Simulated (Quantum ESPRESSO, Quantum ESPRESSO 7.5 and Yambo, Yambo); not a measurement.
## Bi2S2O (P4/nmm): G0W0 with Yambo, start to end

How does a plane-wave GW calculation on Bi2S2O (P4/nmm) run from the first input to the gap?

Main program and level: Quantum ESPRESSO 7.5 and Yambo 5.3.0; PBEsol and many-body steps on it, plane waves.

## 1. The structure

Symmetry: P4/nmm, No. 129, tetragonal system. Conventional cell: a = 3.954 Å, b = 3.954 Å, c = 14.051 Å, α = 90.00°, β = 90.00°, γ = 90.00°. Nearest to Bi lie 5 S at 2.52 to 2.82 Å. Nearest to Bi lie 4 O at 2.34 Å and 4 S at 3.12 Å. Nearest to S lie 4 Bi at 2.82 Å. S has 5 Bi at 2.52 to 3.12 Å nearest. Nearest to O lie 4 Bi at 2.34 Å. Farther neighbours and most contacts between anions are not listed.

The cell and positions are those that the Materials Project relaxed with its own functionals (PBE, PBE+U or r2SCAN), kept fixed. Spin-orbit coupling is left out unless a step names it.

## 2. Ground state

This step: Quantum ESPRESSO 7.5; DFT, PBEsol, plane waves, norm-conserving pseudopotentials.

The ground-state density comes first.

Contents of pw.in:

```
&control
  calculation = 'scf'
  prefix = 'x'
  outdir = 'o'
  pseudo_dir = 'pseudo'
/
&system
  ibrav = 0
  nat = 10
  ntyp = 3
  ecutwfc = 76.0
  nbnd = 73
  force_symmorphic = .true.
/
&electrons
  conv_thr = 1e-10
  electron_maxstep = 80
  mixing_beta = 0.5
/
ATOMIC_SPECIES
  Bi 208.98 Bi.upf
  S 32.06 S.upf
  O 15.999 O.upf
CELL_PARAMETERS angstrom
  3.9541013900 0.0000000000 0.0000000000
  0.0000000000 3.9541013900 0.0000000000
  0.0000000000 0.0000000000 14.0505795800
ATOMIC_POSITIONS crystal
  Bi 0.0000000000 0.5000000000 0.8664958300
  Bi 0.5000000000 0.0000000000 0.1335041700
  Bi 0.5000000000 0.0000000000 0.5890931400
  Bi 0.0000000000 0.5000000000 0.4109068600
  S 0.5000000000 0.0000000000 0.8943134100
  S 0.0000000000 0.5000000000 0.1056865900
  S 0.0000000000 0.5000000000 0.6874875200
  S 0.5000000000 0.0000000000 0.3125124800
  O 0.0000000000 0.0000000000 0.5000000000
  O 0.5000000000 0.5000000000 0.5000000000
K_POINTS automatic
  6 6 2 0 0 0
```

Run with:

```sh
OMP_NUM_THREADS=1 mpirun -n 4 pw.x -nk 4 -in pw.in > pw.out
```

The log of the run:

```text
Program PWSCF v.7.5 starts

     This program is part of the open-source Quantum ESPRESSO suite
     for quantum simulation of materials; please cite
         "P. Giannozzi et al., J. Phys.:Condens. Matter 21 395502 (2009);
         "P. Giannozzi et al., J. Phys.:Condens. Matter 29 465901 (2017);
         "P. Giannozzi et al., J. Chem. Phys. 152 154105 (2020);
     in publications or presentations arising from this work. More details at
     Message from routine setup:
     using ibrav=0 with symmetry is DISCOURAGED, use correct ibrav instead

     G-vector sticks info

     bravais-lattice index     =            0
     lattice parameter (alat)  =       7.4722  a.u.
     unit-cell volume          =    1482.4718 (a.u.)^3
     number of atoms/cell      =           10
     number of atomic types    =            3
     number of electrons       =       128.00
     number of Kohn-Sham states=           73
     kinetic-energy cutoff     =      76.0000  Ry
     charge density cutoff     =     304.0000  Ry
     scf convergence threshold =      1.0E-10
     mixing beta               =       0.5000
     number of iterations used =            8  plain     mixing
     Exchange-correlation= PBESOL
                           (   1   4  10   8   0   0   0)

     celldm(1)=   7.472169  celldm(2)=   0.000000  celldm(3)=   0.000000
     celldm(4)=   0.000000  celldm(5)=   0.000000  celldm(6)=   0.000000

     crystal axes: (cart. coord. in units of alat)
               a(1) = (   1.000000   0.000000   0.000000 )
               a(2) = (   0.000000   1.000000   0.000000 )
               a(3) = (   0.000000   0.000000   3.553419 )

     reciprocal axes: (cart. coord. in units 2 pi/alat)
               b(1) = (  1.000000  0.000000  0.000000 )
               b(2) = (  0.000000  1.000000  0.000000 )
               b(3) = (  0.000000  0.000000  0.281419 )
     Pseudo is Norm-conserving + core correction, Zval = 23.0
     Generated using ONCVPSP code by D. R. Hamann
     Using radial grid of 1472 points,  6 beta functions with:
     Pseudo is Norm-conserving + core correction, Zval =  6.0
     Generated using ONCVPSP code by D. R. Hamann
     Using radial grid of 1146 points,  6 beta functions with:
     Pseudo is Norm-conserving + core correction, Zval =  6.0
     Generated using ONCVPSP code by D. R. Hamann
     Using radial grid of  936 points,  5 beta functions with:
     Bi               23.00   208.98000     Bi( 1.00)
     S                 6.00    32.06000     S ( 1.00)
     O                 6.00    15.99900     O ( 1.00)

      8 Sym. Ops. (no inversion) found

   Cartesian axes

     site n.     atom                  positions (alat units)
         1        Bi     tau(   1) = (   0.0000000   0.5000000   3.0790229  )
         2        Bi     tau(   2) = (   0.5000000   0.0000000   0.4743963  )
         3        Bi     tau(   3) = (   0.5000000   0.0000000   2.0932948  )
         4        Bi     tau(   4) = (   0.0000000   0.5000000   1.4601243  )
         5        S      tau(   5) = (   0.5000000   0.0000000   3.1778704  )
         6        S      tau(   6) = (   0.0000000   0.5000000   0.3755488  )
         7        S      tau(   7) = (   0.0000000   0.5000000   2.4429313  )
         8        S      tau(   8) = (   0.5000000   0.0000000   1.1104878  )
         9        O      tau(   9) = (   0.0000000   0.0000000   1.7767096  )
        10        O      tau(  10) = (   0.5000000   0.5000000   1.7767096  )

     number of k points=    20
                       cart. coord. in units 2pi/alat
        k(    1) = (   0.0000000   0.0000000   0.0000000), wk =   0.0277778
        k(    2) = (   0.0000000   0.0000000  -0.1407095), wk =   0.0277778
        k(    3) = (   0.0000000   0.1666667   0.0000000), wk =   0.1111111
        k(    4) = (   0.0000000   0.1666667  -0.1407095), wk =   0.1111111
        k(    5) = (   0.0000000   0.3333333   0.0000000), wk =   0.1111111
        k(    6) = (   0.0000000   0.3333333  -0.1407095), wk =   0.1111111
        k(    7) = (   0.0000000  -0.5000000   0.0000000), wk =   0.0555556
        k(    8) = (   0.0000000  -0.5000000  -0.1407095), wk =   0.0555556
        k(    9) = (   0.1666667   0.1666667   0.0000000), wk =   0.1111111
        k(   10) = (   0.1666667   0.1666667  -0.1407095), wk =   0.1111111
     [... 8 further rows ...]
        k(   19) = (  -0.5000000  -0.5000000   0.0000000), wk =   0.0277778
        k(   20) = (  -0.5000000  -0.5000000  -0.1407095), wk =   0.0277778

     Dense  grid:   132683 G-vectors     FFT dimensions: (  45,  45, 150)

     Initial potential from superposition of free atoms

     starting charge     127.9968, renormalised to     128.0000
     Starting wfcs are   76 randomized atomic wfcs

     per-process dynamical memory:   215.2 Mb

     Self-consistent Calculation

     iteration #  1     ecut=    76.00 Ry     beta= 0.50

     total energy              =   -2009.90194842 Ry
     estimated scf accuracy    <       1.72860081 Ry

     iteration #  2     ecut=    76.00 Ry     beta= 0.50

     total energy              =   -2007.34032734 Ry
     estimated scf accuracy    <      29.74013299 Ry

     iteration #  3     ecut=    76.00 Ry     beta= 0.50

     total energy              =   -2010.13670230 Ry
     estimated scf accuracy    <       6.75349992 Ry

     iteration #  4     ecut=    76.00 Ry     beta= 0.50

     total energy              =   -2010.63800227 Ry
     estimated scf accuracy    <       0.32046060 Ry

     iteration #  5     ecut=    76.00 Ry     beta= 0.50

     total energy              =   -2010.61961935 Ry
     estimated scf accuracy    <       0.14012260 Ry

     iteration #  6     ecut=    76.00 Ry     beta= 0.50

     total energy              =   -2010.62893985 Ry
     estimated scf accuracy    <       0.01603770 Ry

     iteration #  7     ecut=    76.00 Ry     beta= 0.50

     total energy              =   -2010.62941166 Ry
     estimated scf accuracy    <       0.00267790 Ry

     iteration #  8     ecut=    76.00 Ry     beta= 0.50

     total energy              =   -2010.62944555 Ry
     estimated scf accuracy    <       0.00093235 Ry

     iteration #  9     ecut=    76.00 Ry     beta= 0.50

     total energy              =   -2010.62944579 Ry
     estimated scf accuracy    <       0.00017274 Ry

     iteration # 10     ecut=    76.00 Ry     beta= 0.50

     total energy              =   -2010.62946810 Ry
     estimated scf accuracy    <       0.00000224 Ry

     iteration # 11     ecut=    76.00 Ry     beta= 0.50

     total energy              =   -2010.62946892 Ry
     estimated scf accuracy    <       0.00000047 Ry

     iteration # 12     ecut=    76.00 Ry     beta= 0.50

     total energy              =   -2010.62946892 Ry
     estimated scf accuracy    <       0.00000035 Ry

     iteration # 13     ecut=    76.00 Ry     beta= 0.50

     total energy              =   -2010.62946896 Ry
     estimated scf accuracy    <          5.2E-09 Ry

     iteration # 14     ecut=    76.00 Ry     beta= 0.50

     total energy              =   -2010.62946896 Ry
     estimated scf accuracy    <          1.2E-09 Ry

     iteration # 15     ecut=    76.00 Ry     beta= 0.50

     End of self-consistent calculation

          k = 0.0000 0.0000 0.0000 ( 16621 PWs)   bands (ev):

  -143.7840-143.7839-143.4767-143.4766 -81.8357 -81.8357 -81.8357 -81.8357
   -81.7719 -81.7719 -81.5166 -81.5164 -81.4981 -81.4981 -81.4980 -81.4980
   -13.1666 -13.1657 -13.1304 -13.1273 -13.1271 -13.1267 -13.0648 -13.0648
   -13.0616 -13.0616 -12.9926 -12.8243 -12.8243 -12.8218 -12.8057 -12.7908
   -12.7635 -12.7590 -12.7590 -12.7365  -9.2656  -6.8570  -4.4351  -4.0926
    -2.5479  -2.2308  -0.1075   1.2474   1.6632   2.6128   4.4499   4.4499
     5.6812   6.3023   6.3023   6.6446   6.6446   7.0119   7.2218   7.3684
     7.3684   8.0751   8.4860   8.4860   8.6072   8.6789   8.8444   8.8444
    10.9996  11.7441  13.4408  13.6198  13.6198  13.7672  14.4234  14.5049
    14.5049

          k = 0.0000 0.0000-0.1407 ( 16610 PWs)   bands (ev):

  -143.7840-143.7839-143.4767-143.4767 -81.8357 -81.8357 -81.8357 -81.8357
   -81.7719 -81.7719 -81.5166 -81.5164 -81.4981 -81.4981 -81.4980 -81.4980
   -13.1666 -13.1658 -13.1304 -13.1274 -13.1271 -13.1267 -13.0648 -13.0648
[...]
14.2451

          k = 0.0000 0.1667 0.0000 ( 16631 PWs)   bands (ev):

  -143.7840-143.7840-143.4767-143.4767 -81.8357 -81.8357 -81.8357 -81.8357
[...]
-12.7832 -12.7783 -12.7498 -12.7391  -9.0857  -6.9757  -4.2182  -3.8848
    -2.3997  -2.1564  -0.3492   0.8469   1.0874   2.0136   4.4987   4.6286
     5.4564   6.3896   6.5662   6.7713   6.8973   7.1667   7.1796   7.3707
     7.5554   7.5966   8.4498   8.5633   8.5904   8.7015   8.8984   8.8997
    11.8997  12.2100  12.8717  13.0927  13.2731  13.3922  13.6643  13.6657
    14.2777

          k = 0.0000 0.1667-0.1407 ( 16626 PWs)   bands (ev):

     [... further k-points ...]

     highest occupied, lowest unoccupied level (ev):     9.5965   10.5410

!    total energy              =   -2010.62946896 Ry
     estimated scf accuracy    <          4.0E-11 Ry

     The total energy is the sum of the following terms:
     one-electron contribution =   -1396.90914925 Ry
     hartree contribution      =     693.91555109 Ry
     xc contribution           =    -325.02391328 Ry
     ewald contribution        =    -982.61195753 Ry

     convergence has been achieved in  15 iterations

     XML data file, charge density, pseudopotentials, collected wavefunctions

=------------------------------------------------------------------------------=
   JOB DONE.
=------------------------------------------------------------------------------=
```

The job ended after 2.9 min (4 MPI ranks of Arm Neoverse V2, shared host; peak memory 1.4 GiB; 12 min of CPU time).

Numbers from this step:

| Property | Result |
| --- | --- |
| total energy | -27356.0075 eV |
| gap | 0.9445 eV |
| k of the valence top | 0, -0.5, 0 |
| k of the conduction bottom | 0, -0.5, 0 |
| least direct gap | 0.9445 eV |

The gap is direct, at (0.000, -0.500, 0.000).

(Part 1 of 3 ends here.)

[Paths, hosts, dates, memory and timing lines, banners, echoed tables and standing remarks are left out of the program output.]

[Logs are printed without paths, hosts, clocks, repeated set-up lines and the standing remarks that a program may print on its own settings, such as how far it seeks lower states.]

[Runs of the session that timed out or met a known fault of the program may be left out.]

[Hosts, paths, dates, database ids (printed as entryN), source tags and the programs' standing remarks are cut or masked in the printed files.]
